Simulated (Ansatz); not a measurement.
# The puckered PAs bilayer (AB) under a gate, part 2 of 3

Aim: charge, voltage and capacitance of the puckered PAs bilayer (AB) in a field-effect set-up.

Ansatz 0.2.0; plane-wave DFT, PBE-D3(BJ), Ansatz PAW.

So far. Step 2 (Relaxing the slab): The lattice constant a goes from 4.690 to 4.274 Å.

## 3. Gated layer, added electrons 0, start network

The slab is cut off from its images along the normal. A charged sheet stands for each gate, the layer takes the opposite charge, and a barrier ahead of the sheet keeps electrons from leaking to it. The uncharged case sets the zero; a dense mesh is needed because few carriers fill a small part of the zone.

The cell differs from the one that the last finished run ended in (c 46.820 → 45.673 Å).

input.yaml reads:

```yaml
crystal:
  lattice:
    - [4.2735522513, 0.0, 0.0]
    - [0.0, 3.5388404407, 0.0]
    - [0.0, 0.0, 45.6727586588]
  atoms:
    - { symbol: P, position: [0.0660405146, 0.0, 0.4192311486] }
    - { symbol: As, position: [0.4355051177, 0.5, 0.4149081544] }
    - { symbol: As, position: [0.934244453, 0.0, 0.469535194] }
    - { symbol: P, position: [0.5642099147, 0.5, 0.465292907] }
    - { symbol: P, position: [0.0642099147, 0.5, 0.534707093] }
    - { symbol: As, position: [0.434244453, 0.0, 0.530464806] }
    - { symbol: As, position: [0.9355051177, 0.5, 0.5850918456] }
    - { symbol: P, position: [0.5660405146, 0.0, 0.5807688514] }
  periodic: [true, true, false]
  symmetry: { detect: true }
kpoints:
  mp_grid: { grid: [30, 40, 1] }
  band_path:
    path:
      - [0, 0, 0]
      - [0.5, 0, 0]
      - [0.5, 0.5, 0]
      - [0, 0, 0]
      - [0, 0.5, 0]
      - [0.5, 0.5, 0]
    npoints: 16
hamiltonian:
  xc: pbe
  dispersion: d3bj
scf:
  occupations: { method: fermi_dirac, width: 0.02585 }
  convergence: { dr2_threshold: 1.0e-10 }
output:
  forces: true
  eigenvalues: true
  dos: { projected: true, e_range: [-3, 3], de: 0.01 }
  write_potential: true
  write_density: true
  volumetric_format: npy
  elf: true
external_charges:
  - { charge: 0, barrier: 10, axis: 3, height: 30.223, sigma: 0.25 }
```

The run is started by

```console
$ ansatz run input.yaml --threads 4 --pin off --max-ram 16384MiB --backend cpu --events-out ev --progress --plain --runs-dir out
```

Numbers of over 12 decimals in the logs are rounded to 6 here.

What it wrote:

```text
[...]
Crystal: 8 atoms, lattice volume = 690.728 Å³
Basis set: ecut = 420 eV, 13465 PW (Γ), exchange–correlation on 60×48×640 points (8 copies of the dense FFT grid, shifted against one another)
Bands: 48, of which v1, the nominal top of the filled ones, is band 40 counted from 1 (39 counted from 0)
Symmetry: 2 space group operations
k-points: 336 of 1200 (time reversal used)
[...]
SCF iter   1: F=—  HF=-22449.245350 eV  |F-HF|=—  |Δ(HF+E_count)|=         —  Δρ=1.36e-3  dr2=5.00e-2  ethr=1.77e-3  ⟨swp⟩=14.1  Hψ=97836  notcnv=0  defer=30
[...]
SCF iter  13: F=-22449.239979 eV  HF=-22449.239979 eV  |F-HF|=2.47e-10  |Δ(HF+E_count)|=  6.91e-11  Δρ=5.72e-8  dr2=2.86e-11  ethr=1.00e-12  ⟨swp⟩=19.7  Hψ=140878  notcnv=0
SCF 1 converged in 13 iterations: F = -22449.239979 eV  dr2 = 2.86e-11
  Residual-converged pass: ⟨swp⟩=1.0  Hψ=17487  notcnv=0  max |occ|·‖R‖ = 7.1e-9 eV (tolerance 1.0e-8 eV)  dr2=2.86e-11  dr2_onsite=5.97e-11  max |Δocc| = 2.6e-12
[...]
NSCF: frozen V_eff on 81 k-points
SCF converged after 13 iterations
Free energy (F): -22449.239979 eV
[...]
Internal energy: -22449.239973 eV  (E = F + TS)
E sigma→0 (E₀):  -22449.239976 eV
Entropy (-TS):   -0.000006 eV (-0.001 meV/atom)
Fermi energy:    -4.095688 eV
[...]
--- Forces (eV/Å), atoms and charges each counted from 1 ---
  atom   1  P     -0.00205748     0.00000000    -0.00084364
  atom   2  As     0.00175475     0.00000000     0.00018745
  atom   3  As     0.00112079     0.00000000    -0.00119465
  atom   4  P     -0.00067347     0.00000000    -0.00013514
  atom   5  P     -0.00229391     0.00000000     0.00058532
  atom   6  As     0.00117064     0.00000000     0.00173402
  atom   7  As     0.00368445     0.00000000    -0.00939945
  atom   8  P     -0.00270508     0.00000000    -0.00185863
  external charge   1     0.00000000     0.00000000     0.01092450
  max |Σ_I F_I| component, the external charges' with the atoms': 6.76e-7 eV/Å
--- Band table (eV; the first three rows and the last of 336) ---
  k-point 0: bands = [... 36 lower, -6.3609, -6.0581, -4.9664, -4.6038, -3.8757, -3.0524, -2.9498, -2.6865, ... 4 higher]
  k-point 1: bands = [... 36 lower, -6.3766, -6.0932, -4.9619, -4.6037, -3.8748, -3.0367, -2.9013, -2.6483, ... 4 higher]
  k-point 2: bands = [... 36 lower, -6.4173, -6.1884, -4.9522, -4.6053, -3.8728, -2.9990, -2.7588, -2.5282, ... 4 higher]
  k-point 335: bands = [... 36 lower, -6.3504, -6.3489, -6.3034, -6.3015, -2.0545, -2.0537, -2.0399, -2.0397, ... 4 higher]
```

Run time: 9.5 min. Hardware: 4 threads of Arm Neoverse V1, shared host; peak memory 6.2 GiB.

This step gave:

```yaml
gap_along_the_path: 0.3429 eV
smallest_direct_gap_along_the_path: 0.7281 eV
gap_the_smaller_of_path_and_mesh: 0.3419 eV
potential_beyond_the_upper_barrier_and_gate_less_the_barrier_from_the_fermi_level: 4.076 eV
```

Running mean over a fixed 2.7 Å (it still follows the layers) of the planar mean; beyond a gate it holds the 10 eV model barrier. Table of electron's electrostatic potential energy less the Fermi level by z:

| z (Å) | electron's electrostatic potential energy less the Fermi level (eV) |
| --- | --- |
| 4 | 4.12 |
| 5 | 4.12 |
| 6 | 4.12 |
| 7 | 4.12 |
| 8 | 4.12 |
| 9 | 4.12 |
| 10 | 4.12 |
| 11 | 4.12 |
| 12 | 4.12 |
| 13 | 4.12 |
| 14 | 4.12 |
| 15 | 4.11 |
| 16 | 4.06 |
| 17 | 3.10 |
| 18 | -1.28 |
| 19 | -4.05 |
| 20 | -6.29 |
| 21 | -4.87 |
| 22 | -3.48 |
| 23 | -2.26 |
| 24 | -3.89 |
| 25 | -5.76 |
| 26 | -5.59 |
| 27 | -3.61 |
| 28 | 0.414 |
| 29 | 4.35 |
| 30 | 8.24 |
| 31 | 11.9 |
| 32 | 14.1 |
| 33 | 14.1 |
| 34 | 14.1 |
| 35 | 14.1 |
| 36 | 14.1 |
| 37 | 14.1 |
| 38 | 14.1 |
| 39 | 14.1 |
| 40 | 14.1 |
| 41 | 14.1 |

The density of states has structure finer than the step of the table below, so its rows give means over 0.2 eV, whole bins alone (the curve runs from -3 to 1.24 eV). Peaks (eV: height): -2.97: 5.92, -2.28: 8.01, -2.05: 7.17, -1.27: 4.84, 0.79: 4.26.

The density of states by energy, zero at the Fermi level of the run, which the smearing sets inside the gap; means over each step:

| energy (eV) | density of states (states/eV a cell) |
| --- | --- |
| -2.8 | 4.59 |
| -2.6 | 4.36 |
| -2.4 | 5.09 |
| -2.2 | 6.43 |
| -2.0 | 5.90 |
| -1.8 | 4.79 |
| -1.6 | 4.52 |
| -1.4 | 3.91 |
| -1.2 | 3.30 |
| -1.0 | 2.49 |
| -0.8 | 1.70 |
| -0.6 | 1.33 |
| -0.4 | 0.549 |
| -0.2 | 0.199 |
| 0.0 | 0 |
| 0.2 | 0.627 |
| 0.4 | 1.41 |
| 0.6 | 2.91 |
| 0.8 | 3.66 |
| 1.0 | 3.35 |

Projected DOS per atom over height of the atomic layer and energy from the Fermi level. Layers: AsP AsP AsP AsP from below.

Ten even steps from '0' (0.00 states/eV) to '9' (0.84 states/eV), each cell a mean:
```
5555
4444
4554
3333
1111
0000
0000
0000
0000
1111
2222
3333
4444
5655
6666
7667
8778
9889
9889
5555
6666
7777
```
Columns: height of the atomic layer (Å) from 19.0 to 26.6 (not evenly spaced); rows upwards: energy from the Fermi level (eV) from -2.98 to 1.22.

Electronic bands along the path, in eV, zero at the Fermi level of the run, which the smearing sets inside the gap:

| point | band 37 | band 38 | band 39 | band 40 | band 41 | band 42 | band 43 | band 44 |
| --- | --- | --- | --- | --- | --- | --- | --- | --- |
| Γ | -2.27 | -1.96 | -0.87 | -0.51 | 0.22 | 1.04 | 1.15 | 1.41 |
| halfway | -2.05 | -1.45 | -0.86 | -0.79 | 0.67 | 1.16 | 1.34 | 1.66 |
| X | -1.22 | -1.22 | -0.93 | -0.93 | 1.18 | 1.18 | 1.38 | 1.38 |
| halfway | -2.28 | -2.28 | -1.66 | -1.66 | 1.84 | 1.85 | 2.92 | 2.92 |
| S | -2.25 | -2.25 | -2.21 | -2.21 | 2.04 | 2.04 | 2.06 | 2.06 |
| halfway | -2.23 | -2.03 | -1.61 | -1.28 | 0.88 | 1.10 | 1.65 | 1.84 |
| Γ | -2.27 | -1.96 | -0.87 | -0.51 | 0.22 | 1.04 | 1.15 | 1.41 |
| halfway | -2.14 | -2.00 | -1.19 | -1.16 | 0.51 | 0.67 | 1.12 | 1.77 |
| Y | -2.55 | -2.44 | -2.35 | -2.28 | 0.77 | 0.84 | 0.85 | 0.92 |
| halfway | -2.49 | -2.36 | -2.04 | -1.82 | 1.55 | 1.55 | 1.92 | 1.93 |
| S | -2.25 | -2.25 | -2.21 | -2.21 | 2.04 | 2.04 | 2.06 | 2.06 |

ELF in the ca plane at fractional y = 0.000, with atoms of P and As within 0.2 Å of it. It is the smooth field of the valence electrons, not physical close to the nuclei.

Values, 6 rows by 16 columns, each cell a mean:
```
0.00 0.00 0.00 0.00 0.00 0.02 0.42 0.92 0.78 0.61 0.29 0.65 0.10 0.06 0.10 0.33
0.00 0.00 0.00 0.00 0.00 0.00 0.06 0.35 0.35 0.27 0.45 0.33 0.34 0.48 0.45 0.52
0.00 0.00 0.00 0.00 0.00 0.00 0.01 0.05 0.06 0.08 0.19 0.12 0.74 0.54 0.75 0.20
0.00 0.00 0.00 0.00 0.00 0.00 0.02 0.17 0.33 0.10 0.06 0.10 0.65 0.29 0.61 0.78
0.00 0.00 0.00 0.00 0.00 0.01 0.13 0.52 0.52 0.45 0.48 0.34 0.33 0.45 0.27 0.35
0.00 0.00 0.00 0.00 0.00 0.03 0.44 0.74 0.20 0.75 0.54 0.74 0.12 0.19 0.08 0.06
```
Columns run along c (16.0 Å, from fractional 0.24 to 0.59 of the cell), rows up along a (4.3 Å). Atoms in or near the plane, at fractional coordinates: P at (0.42, 0.07), As at (0.47, 0.93), As at (0.53, 0.43), P at (0.58, 0.57).

Valence density in the ca plane at fractional y = 0.000, with atoms of P and As within 0.2 Å of it. It is the smooth field of the valence electrons, not physical close to the nuclei.

Ten steps, logarithmic in the rise over the least value, from '0' (0 e/Å³) to '9' (26 e/Å³), each cell a mean:
```
00000000000000000001222222259973100000000000
00000000000000000000112211247752100000000111
00000000000000000000001100123321000011001222
00000000000000000000000000011110001122112222
00000000000000000000000000000000012465322210
00000000000000000000000000000000013799522222
00000000000000000000011100000000013699522222
00000000000000000000112211000000012355311111
00000000000000000000122221111110001122110000
00000000000000000001221122223321000011000000
00000000000000000001221122247852100000000000
```
Columns run along c (16.0 Å, from fractional 0.24 to 0.59 of the cell), rows up along a (4.3 Å). Atoms in or near the plane, at fractional coordinates: P at (0.42, 0.07), As at (0.47, 0.93), As at (0.53, 0.43), P at (0.58, 0.57).

Electrostatic potential energy in the ca plane at fractional y = 0.000, with atoms of P and As within 0.2 Å of it. With pseudopotentials it is smooth inside the atoms' cores, unlike the true potential.

Ten even steps from '0' (-48 eV) to '9' (0 eV), each cell a mean:
```
99999999999999999999841157669985899999999999
99999999999999999999987788758866899999999988
99999999999999999999999999865568999999998754
99999999999999999999999999988889999766887300
99999999999999999999999999999999997576576100
99999999999999999999999999999999986799667300
99999999999999999999999999999999985799668744
99999999999999999999887789999999997566579988
99999999999999999999731158988889998766899999
99999999999999999998500017865568999999999999
99999999999999999999600016758966899999999999
```
Columns run along c (16.0 Å, from fractional 0.24 to 0.59 of the cell; values clipped at the 3rd and 97th percentile), rows up along a (4.3 Å). Atoms in or near the plane, at fractional coordinates: P at (0.42, 0.07), As at (0.47, 0.93), As at (0.53, 0.43), P at (0.58, 0.57).

The gap, the smaller of path and mesh, is 0.342 eV.

## 4. Gated layer, added electrons 1×10¹³ per cm², start atoms

input.yaml, the sections that differ from step 3:

```yaml
total_charge: -0.015123
kpoints:
  mp_grid: { grid: [30, 40, 1] }
output:
  forces: true
  eigenvalues: true
  write_potential: true
  write_density: true
  volumetric_format: npy
external_charges:
  - { charge: 0, barrier: 10, axis: 3, height: 30.223, sigma: 0.25 }
  - { charge: 0.015123, axis: 3, height: 31.723, sigma: 0.5 }
# crystal, hamiltonian, scf: as in step 3
```

What it wrote:

```text
[...]
Crystal: 8 atoms, lattice volume = 690.728 Å³
Basis set: ecut = 420 eV, 13465 PW (Γ), exchange–correlation on 60×48×640 points (8 copies of the dense FFT grid, shifted against one another)
Bands: 49, of which v1, the nominal top of the filled ones, is band 40 counted from 1 (39 counted from 0)
Symmetry: 2 space group operations
k-points: 336 of 1200 (time reversal used)
[...]
SCF iter  15: F=-22449.294336 eV  HF=-22449.294336 eV  |F-HF|=3.27e-11  |Δ(HF+E_count)|=  2.22e-10  Δρ=1.67e-8  dr2=2.33e-12  ethr=1.00e-12  ⟨swp⟩=8.9  Hψ=89659  notcnv=0
SCF 1 converged in 15 iterations: F = -22449.294336 eV  dr2 = 2.33e-12
[...]
SCF converged after 15 iterations
Free energy (F): -22449.294336 eV
[...]
Internal energy: -22449.293227 eV  (E = F + TS)
E sigma→0 (E₀):  -22449.293781 eV
Entropy (-TS):   -0.001109 eV (-0.139 meV/atom)
Fermi energy:    -3.572971 eV
[...]
--- Forces (eV/Å), atoms and charges each counted from 1 ---
  atom   1  P     -0.00292873     0.00000000    -0.00881454
  atom   2  As     0.00281809     0.00000000     0.00043605
  atom   3  As     0.00656119     0.00000000    -0.00317329
  atom   4  P     -0.00453699     0.00000000     0.01156664
  atom   5  P     -0.00719418     0.00000000    -0.00872669
  atom   6  As     0.00918675     0.00000000    -0.00620595
  atom   7  As    -0.00297270     0.00000000    -0.01538801
  atom   8  P     -0.00093325     0.00000000     0.01935418
  external charge   1     0.00000000     0.00000000     0.01231922
  external charge   2     0.00000000     0.00000000    -0.00136761
  max |Σ_I F_I| component, the external charges' with the atoms': 1.83e-7 eV/Å
--- Band table (eV; the first three rows and the last of 336) ---
  k-point 0: bands = [... 36 lower, -6.0233, -5.7182, -4.6308, -4.2726, -3.5439, -2.7215, -2.6110, -2.3504, ... 5 higher]
  k-point 1: bands = [... 36 lower, -6.0391, -5.7534, -4.6262, -4.2723, -3.5431, -2.7059, -2.5627, -2.3117, ... 5 higher]
  k-point 2: bands = [... 36 lower, -6.0801, -5.8484, -4.6166, -4.2736, -3.5413, -2.6688, -2.4206, -2.1906, ... 5 higher]
  k-point 335: bands = [... 36 lower, -6.0332, -5.9962, -5.9832, -5.9494, -1.7414, -1.7232, -1.7036, -1.6898, ... 5 higher]
```

Elapsed: 9.9 min, on 4 threads; peak memory 6.3 GiB; 40 min of CPU time.

This step gave:

* energy at zero smearing: -22449.2938 eV
* potential beyond the upper barrier and gate, less the barrier, from the Fermi level: 3.194 eV

Against the uncharged case this takes +0.88 V.

## 5. Gated layer, added electrons 3×10¹³ per cm², start atoms

input.yaml: that of step 4 with these lines changed.

```diff
@@ -16,3 +16,3 @@
   symmetry: { detect: true }
-total_charge: -0.015123
+total_charge: -0.04537
 kpoints:
@@ -33,2 +33,2 @@
   - { charge: 0, barrier: 10, axis: 3, height: 30.223, sigma: 0.25 }
-  - { charge: 0.015123, axis: 3, height: 31.723, sigma: 0.5 }
+  - { charge: 0.04537, axis: 3, height: 31.723, sigma: 0.5 }
```

What it wrote:

```text
[...]
Crystal: 8 atoms, lattice volume = 690.728 Å³
Basis set: ecut = 420 eV, 13465 PW (Γ), exchange–correlation on 60×48×640 points (8 copies of the dense FFT grid, shifted against one another)
Bands: 49, of which v1, the nominal top of the filled ones, is band 40 counted from 1 (39 counted from 0)
Symmetry: 2 space group operations
k-points: 336 of 1200 (time reversal used)
[...]
--- Band table (eV; the first three rows and the last of 336) ---
  k-point 0: bands = [... 36 lower, -5.3612, -5.0440, -3.9713, -3.6177, -2.8910, -2.0696, -1.9449, -1.6837, ... 5 higher]
  k-point 1: bands = [... 36 lower, -5.3773, -5.0788, -3.9668, -3.6172, -2.8903, -2.0537, -1.8979, -1.6438, ... 5 higher]
  k-point 2: bands = [... 36 lower, -5.4191, -5.1729, -3.9575, -3.6176, -2.8891, -2.0168, -1.7578, -1.5202, ... 5 higher]
  k-point 335: bands = [... 36 lower, -5.4044, -5.3489, -5.3030, -5.2572, -1.1231, -1.0970, -1.0141, -1.0019, ... 5 higher]
[key lines of the parts left out:]
SCF converged after 14 iterations
Free energy (F): -22449.372720 eV
Fermi energy:    -2.879740 eV
```

Wall time 9.4 min (4 threads); peak memory 6.3 GiB; 37 min of CPU time.

Against the uncharged case this takes +2.28 V.

## 6. Gated layer, added electrons 6×10¹³ per cm², start atoms

input.yaml: that of step 5 with these lines changed.

```diff
@@ -16,3 +16,3 @@
   symmetry: { detect: true }
-total_charge: -0.04537
+total_charge: -0.090741
 kpoints:
@@ -33,2 +33,2 @@
   - { charge: 0, barrier: 10, axis: 3, height: 30.223, sigma: 0.25 }
-  - { charge: 0.04537, axis: 3, height: 31.723, sigma: 0.5 }
+  - { charge: 0.090741, axis: 3, height: 31.723, sigma: 0.5 }
```

What it wrote:

```text
[...]
Crystal: 8 atoms, lattice volume = 690.728 Å³
Basis set: ecut = 420 eV, 13465 PW (Γ), exchange–correlation on 60×48×640 points (8 copies of the dense FFT grid, shifted against one another)
Bands: 49, of which v1, the nominal top of the filled ones, is band 40 counted from 1 (39 counted from 0)
Symmetry: 2 space group operations
k-points: 336 of 1200 (time reversal used)
[...]
--- Band table (eV; the first three rows and the last of 336) ---
  k-point 0: bands = [... 36 lower, -4.3954, -4.0504, -3.0094, -2.6569, -1.9383, -1.1140, -0.9741, -0.7007, ... 5 higher]
  k-point 1: bands = [... 36 lower, -4.4121, -4.0847, -3.0051, -2.6558, -1.9380, -1.0976, -0.9294, -0.6591, ... 5 higher]
  k-point 2: bands = [... 36 lower, -4.4426, -4.1769, -2.9961, -2.6544, -1.9380, -1.0606, -0.7929, -0.5317, ... 5 higher]
  k-point 335: bands = [... 36 lower, -4.4762, -4.4135, -4.2925, -4.2472, -0.2133, -0.1762, -0.0089, 0.0016, ... 5 higher]
[key lines of the parts left out:]
SCF converged after 13 iterations
Free energy (F): -22449.418559 eV
Fermi energy:    -1.893534 eV
```

Elapsed: 8.8 min, on 4 threads; peak memory 6.3 GiB.

Against the uncharged case this takes +4.29 V.

## 7. Gated layer, added electrons 10×10¹³ per cm², start atoms

input.yaml: that of step 6 with these lines changed.

```diff
@@ -16,3 +16,3 @@
   symmetry: { detect: true }
-total_charge: -0.090741
+total_charge: -0.151234
 kpoints:
@@ -33,2 +33,2 @@
   - { charge: 0, barrier: 10, axis: 3, height: 30.223, sigma: 0.25 }
-  - { charge: 0.090741, axis: 3, height: 31.723, sigma: 0.5 }
+  - { charge: 0.151234, axis: 3, height: 31.723, sigma: 0.5 }
```

What it wrote:

```text
[...]
Crystal: 8 atoms, lattice volume = 690.728 Å³
Basis set: ecut = 420 eV, 13465 PW (Γ), exchange–correlation on 60×48×640 points (8 copies of the dense FFT grid, shifted against one another)
Bands: 49, of which v1, the nominal top of the filled ones, is band 40 counted from 1 (39 counted from 0)
Symmetry: 2 space group operations
k-points: 336 of 1200 (time reversal used)
[...]
--- Band table (eV; the first three rows and the last of 336) ---
  k-point 0: bands = [... 36 lower, -3.1657, -2.7820, -1.7873, -1.4370, -0.7327, 0.1032, 0.2548, 0.5548, ... 5 higher]
  k-point 1: bands = [... 36 lower, -3.1823, -2.8158, -1.7831, -1.4350, -0.7330, 0.1193, 0.2978, 0.5984, ... 5 higher]
  k-point 2: bands = [... 36 lower, -3.1809, -2.9062, -1.7746, -1.4308, -0.7349, 0.1552, 0.4315, 0.7299, ... 5 higher]
  k-point 335: bands = [... 36 lower, -3.2826, -3.2124, -3.0129, -2.9674, 0.9519, 1.0011, 1.2640, 1.2729, ... 5 higher]
[key lines of the parts left out:]
SCF converged after 14 iterations
Free energy (F): -22449.352432 eV
Fermi energy:    -0.656293 eV
```

Wall time 9.5 min (4 threads); peak memory 6.3 GiB.

Running mean over a fixed 2.7 Å (it still follows the layers) of the planar mean; beyond a gate it holds the 10 eV model barrier. The electron's electrostatic potential energy less the Fermi level by z:

z (Å), electron's electrostatic potential energy less the Fermi level (eV) and a bar from the least value:
```
        4       4.06 ######################
        5       4.06 ######################
        6       4.06 ######################
        7       4.06 ######################
        8       4.06 ######################
        9       4.06 ######################
       10       4.06 ######################
       11       4.06 ######################
       12       4.06 ######################
       13       4.06 ######################
       14       4.06 ######################
       15       4.06 ######################
       16       4.01 ######################
       17       3.04 ####################
       18      -1.35 ###########
       19      -4.13 #####
       20      -6.37 
       21      -4.96 ###
       22      -3.61 ######
       23      -2.44 ########
       24      -4.14 #####
       25      -6.05 #
       26      -5.92 #
       27      -4.07 #####
       28      -0.58 ############
       29       2.22 ##################
       30       4.51 #######################
       31       6.63 ############################
       32       7.70 ##############################
       33       7.30 #############################
       34       7.25 #############################
       35       7.25 #############################
       36       7.25 #############################
       37       7.25 #############################
       38       7.25 #############################
       39       7.25 #############################
       40       7.25 #############################
       41       7.25 #############################
```

Against the uncharged case this takes +6.83 V.

(Continued in part 3 of 3.)

[Logs are printed without paths, hosts, clocks, repeated set-up lines and the standing remarks that a program may print on its own settings, such as how far it seeks lower states.]

[Hosts, paths, dates, database ids (printed as entryN), source tags and the programs' standing remarks are cut or masked in the printed files.]

[Maps of the electrostatic potential energy from Ansatz leave out the sawtooth potential of an applied field or a dipole correction, so their vacuum need not be flat; planar profiles and work functions include it.]
